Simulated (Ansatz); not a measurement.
# Quasiparticle gap of LaGaO3 (Pnma), part 2 of 2

How far does one-shot GW move the LDA gap of LaGaO3 (Pnma)?

Ansatz 0.2.0; LDA, then G0W0 on it, plane waves, PAW. Known limits of the many-body steps: finite bands, screening cutoff and k mesh; no spin-orbit coupling in G0W0; d shells not analysed.

So far. Step 2 (The LDA band structure): Over mesh and path the gap is 3.653 eV, from k = (0.500, 0.000, 0.500) to k = Γ. The least direct gap found is 3.775 eV, at k = Γ. Step 3 (One-shot GW): Over all 18 irreducible mesh points the G0W0 gap is 5.484 eV, from k = (-0.500, 0.000, -0.500) to k = Γ. The LDA gap of this run on the mesh is 3.651 eV. The two states that bound the G0W0 gap lie that far apart at the start, so the correction of the gap is 5.484 − 3.651 = +1.833 eV.

In doubt: masses and optical values from hybrid runs of this build are listed as unsure (in some of the runs), which bears on the screening that GW takes from such a start.

## (4) Spin-orbit coupling in LDA

This run has two-component orbitals with spin-orbit coupling.

This step: DFT, LDA with spin-orbit coupling, plane waves, PAW.

The input, input.yaml:

```yaml
crystal:
  lattice:
    - [5.48589, 0.0, 0.0]
    - [0.0, 7.76421, 0.0]
    - [0.0, 0.0, 5.51395]
  atoms:
    - { symbol: La, position: [0.98, 0.25, 0.005] }
    - { symbol: La, position: [0.02, 0.75, 0.995] }
    - { symbol: La, position: [0.52, 0.75, 0.505] }
    - { symbol: La, position: [0.48, 0.25, 0.495] }
    - { symbol: Ga, position: [0.0, 0.0, 0.5] }
    - { symbol: Ga, position: [0.0, 0.5, 0.5] }
    - { symbol: Ga, position: [0.5, 0.0, 0.0] }
    - { symbol: Ga, position: [0.5, 0.5, 0.0] }
    - { symbol: O, position: [0.513, 0.25, 0.929] }
    - { symbol: O, position: [0.487, 0.75, 0.071] }
    - { symbol: O, position: [0.987, 0.75, 0.429] }
    - { symbol: O, position: [0.013, 0.25, 0.571] }
    - { symbol: O, position: [0.723, 0.0367, 0.281] }
    - { symbol: O, position: [0.277, 0.5367, 0.719] }
    - { symbol: O, position: [0.777, 0.9633, 0.781] }
    - { symbol: O, position: [0.223, 0.4633, 0.219] }
    - { symbol: O, position: [0.277, 0.9633, 0.719] }
    - { symbol: O, position: [0.723, 0.4633, 0.281] }
    - { symbol: O, position: [0.223, 0.0367, 0.219] }
    - { symbol: O, position: [0.777, 0.5367, 0.781] }
kpoints:
  mp_grid: { grid: [4, 4, 4] }
  band_path:
    path:
      - [0.0, 0.0, 0.0]
      - [0.5, 0.0, 0.0]
      - [0.5, 0.5, 0.0]
      - [0.0, 0.5, 0.0]
      - [0.0, 0.0, 0.5]
      - [0.5, 0.0, 0.5]
      - [0.5, 0.5, 0.5]
      - [0.0, 0.5, 0.5]
    npoints: 1
hamiltonian:
  xc: lda
scf:
  occupations: { method: fixed }
  n_extra_bands: 20
magnetization:
  noncollinear: true
  spin_orbit: true
output:
  eigenvalues: true
```

The run is started by

```sh
$ ansatz run input.yaml --threads 16 --pin off --max-ram 92160MiB --backend cuda --events-out ev --progress --plain --runs-dir out --devices 1 --max-vram 157GiB
```

Numbers of over 12 decimals in the logs are rounded to 6 here.

Log:

```text
[...]
GPUs: using 1 of 1 available (devices: 1).
[...]
non-collinear run that drives no moment, with spin-orbit: no starting moment large enough to seed its density (crystal.atoms[].spin), no starting occupations that ask for one, no magnetisation constraint and no magnetic field, so the semilocal B_xc is pinned to zero
[...]
Crystal: 20 atoms, lattice volume = 234.859 Å³
Basis set: ecut = 420 eV, 4557 PW (Γ)
Bands: 188, of which v1, the nominal top of the filled ones, is band 168 counted from 1 (167 counted from 0)
Symmetry: 8 space group operations + 8 with time reversal
[...]
k-points: 27 of 64
Projection manifold: j_resolved (fully-relativistic pseudo-atomic orbitals)
[...]
SCF iter   1: F=—  HF=-45845.094497 eV  |F-HF|=—  |Δ(HF+E_count)|=         —  Δρ=7.50e-2  dr2=1.03e1  dr2_m=0.00e0 (ungated)  ethr=3.10e-3  |M|=0.00e0 ∫|m|=0.00e0 μB  |m|>n=0.0e0 m-floor=0.0e0 τ_xc=0.0e0  β_m=0.30  ⟨swp⟩=3.0  Hψ=13003  notcnv=0  defer=62
[...]
spin=Noncollinear: Resta preconditioning applied to the charge; magnetization (m_x, m_y, m_z) channels mix plain (no charge-response kernel on spin).
SCF iter   2: F=—  HF=-45843.489580 eV  |F-HF|=—  |Δ(HF+E_count)|=    1.60e0  Δρ=4.77e-2  dr2=3.94e0  dr2_m=0.00e0 (ungated)  ethr=3.10e-3  |M|=0.00e0 ∫|m|=0.00e0 μB  |m|>n=0.0e0 m-floor=0.0e0 τ_xc=0.0e0  β_m=0.52  ⟨swp⟩=3.4  Hψ=4548  notcnv=0  defer=122
[...]
SCF iter   4: F=—  HF=-45842.277098 eV  |F-HF|=—  |Δ(HF+E_count)|=   1.85e-1  Δρ=3.61e-3  dr2=3.07e-2  dr2_m=0.00e0 (ungated)  ethr=3.75e-4  |M|=0.00e0 ∫|m|=0.00e0 μB  |m|>n=0.0e0 m-floor=0.0e0 τ_xc=0.0e0  β_m=0.76  ⟨swp⟩=6.0  Hψ=5342  notcnv=0  defer=406
[...]
SCF 1 converged in 10 iterations: F = -45842.271859 eV  dr2 = 7.40e-8
[...]
SCF converged after 10 iterations
[...]
```

Wall time 3.1 s (1 × NVIDIA GB200 with 16 threads of Arm Neoverse V2, shared host); peak memory 1.8 GiB; 19 s of CPU time.

This step gave:

- gap: 3.652 eV
- valence top at: U
- conduction bottom at: Γ
- least direct gap: 3.758 eV

Over mesh and listed points the gap is 3.652 eV, from k = (0.500, 0.000, 0.500) to k = Γ. The least direct gap found is 3.758 eV, at k = Γ. LDA+SOC against LDA: 3.652 − 3.653 = −0.001 eV, with the same mesh, set of files (read in its fully relativistic form for the spin-orbit run) and cutoff, and both edges at the same k points. The spin-orbit run sees mesh and listed points alone, so its gap is an upper bound: the coupling can move an edge off these points, and the change over the zone, its sign included where it is small, is not known.

## (5) Side by side

Each gap is the least one over the points named; times are wall times on shared hosts, not benchmarks. A G0W0 time includes the run's own self-consistent start. Runs with listed points see these and the mesh alone, so an edge that moves elsewhere is missed. Rows marked * are further runs, not shown as steps, whose inputs differ from the G0W0 step on the same start in the columns given; solver thresholds can differ too. Symmetry makes (0.500, 0.000, 0.500) and (-0.500, 0.000, -0.500) one point.

```csv
level,mesh,"files, cutoff","bands summed, screening",points,gap (eV),valence top,conduction bottom,least direct gap (eV),time
LDA,4×4×4,"soft_2 PAW, 420 eV",-,mesh and path,3.653,"(0.500, 0.000, 0.500)",Γ,3.775,2.8 s
LDA+SOC,4×4×4,"soft_2 PAW, 420 eV",-,mesh and listed points,3.652,"(0.500, 0.000, 0.500)",Γ,3.758,3.1 s
G0W0@LDA*,4×2×4,"hard PAW, 1020 eV","801, 120 eV",all 18 irreducible mesh points,5.394,"(-0.500, 0.000, -0.500)",Γ,5.491,68 s
G0W0@LDA*,4×2×4,"hard PAW, 1020 eV","1608, 200 eV",all 18 irreducible mesh points,5.446,"(-0.500, 0.000, -0.500)",Γ,5.542,2.8 min
G0W0@LDA,4×2×4,"hard PAW, 1020 eV","3010, 310 eV",all 18 irreducible mesh points,5.484,"(-0.500, 0.000, -0.500)",Γ,5.580,8.1 min
G0W0@LDA*,4×4×4,"hard PAW, 1020 eV","801, 120 eV",all 27 irreducible mesh points,5.394,"(-0.500, 0.000, -0.500)",Γ,5.492,2.7 min
```

## (6) Outcome

| Property | Result |
| --- | --- |
| LDA gap over mesh and path | 3.653 eV, from k = (0.500, 0.000, 0.500) to k = Γ |
| G0W0@LDA gap over all 18 irreducible mesh points | 5.484 eV, from k = (-0.500, 0.000, -0.500) to k = Γ |
| LDA+SOC gap over mesh and listed points | 3.652 eV |
| GW settings | 4×2×4 mesh, 2910 empty bands, screening to 310 eV, hard PAW files |
| known limits | finite bands, screening cutoff and k mesh; no spin-orbit coupling in G0W0; d shells not analysed |

**Reading.** Over all 18 irreducible mesh points the G0W0 gap is 5.484 eV, from k = (-0.500, 0.000, -0.500) to k = Γ. The LDA gap of this run on the mesh is 3.651 eV. The two states that bound the G0W0 gap lie that far apart at the start, so the correction of the gap is 5.484 − 3.651 = +1.833 eV. The valence state moves by 10.543 − 11.466 = −0.923 eV and the conduction state by 16.027 − 15.116 = +0.911 eV, on the run's own scale; with 801 bands the edge states move by −0.422 and +1.321 eV, so the split between the edges depends on the bands and cutoff. Both edges that LDA shows over mesh and path lie at k points where levels were corrected. Levels at other points were not corrected, so a lower G0W0 gap elsewhere in the zone is not ruled out. From 801 bands and 120 eV to 3010 bands and 310 eV the gap moves by 5.484 − 5.394 = +0.090 eV (rung by rung 5.394, 5.446, 5.484 eV); bands and screening cutoff rise together, so their parts are not told apart. A line in one over the bands through the two highest rungs gives 5.484 + (5.484 − 5.446) × 1608 / (3010 − 1608) = 5.528 eV, and through the pair below 5.446 + (5.446 − 5.394) × 801 / (1608 − 801) = 5.498 eV. From the gaps as printed the two differ by 0.030 eV, at the edge of the 0.030 eV asked, so no limit is taken and it is not known. With the 4×4×4 mesh in place of the 4×2×4 mesh and all else as in the G0W0@LDA row with 801 bands, the gap differs by 5.394 − 5.394 = +0.000 eV, and that of the start by 3.651 − 3.651 = +0.000 eV. G0W0 on other starts in this series, not shown as steps and not all at these settings: 6.331 eV on HSE06 (4×2×4, hard PAW, 1608 bands, 200 eV). LDA+SOC against LDA: 3.652 − 3.653 = −0.001 eV, with the same mesh, set of files (read in its fully relativistic form for the spin-orbit run) and cutoff, and both edges at the same k points. The spin-orbit run sees mesh and listed points alone, so its gap is an upper bound: the coupling can move an edge off these points, and the change over the zone, its sign included where it is small, is not known. What spin-orbit coupling does to the G0W0 levels was not computed, so no sum with the G0W0 gap is formed. For the G0W0 step: the program marks 65 of the 144 corrected levels as in doubt (energies apart), neither edge state among them. The G0W0 runs are scalar-relativistic. One-shot GW is known to converge slowly in bands for compounds with shallow d shells. The cell holds Ga; the filling of the d shell and its place against the gap were not analysed here. The cell holds La; where the f levels lie against the gap was not analysed here. G0W0 is shown with one set of atomic data (hard PAW), so the error from the files is not known here.

[Paths, hosts, dates, memory and timing lines, banners, echoed tables and standing remarks are left out of the program output.]

[Logs are printed without paths, hosts, clocks, repeated set-up lines and the standing remarks that a program may print on its own settings, such as how far it seeks lower states.]

[Runs of the session that timed out or met a known fault of the program may be left out.]

[Cells called generated may have been cut or substituted from an entry of the Crystallography Open Database or the Materials Project.]

[Hosts, paths, dates, database ids (printed as entryN), source tags and the programs' standing remarks are cut or masked in the printed files.]

[Where an RPA ε∞ is given, it is that of the G0W0 mesh and is not shown converged in it. Names of k-points follow the symmetry that the program found, which can be lower than the space group named. Band edges on a path are those of the sampled points; other points can move an edge, and change direct to indirect where valleys lie close.]

[Hybrid gaps are those of their k-mesh and are not shown converged in it.]
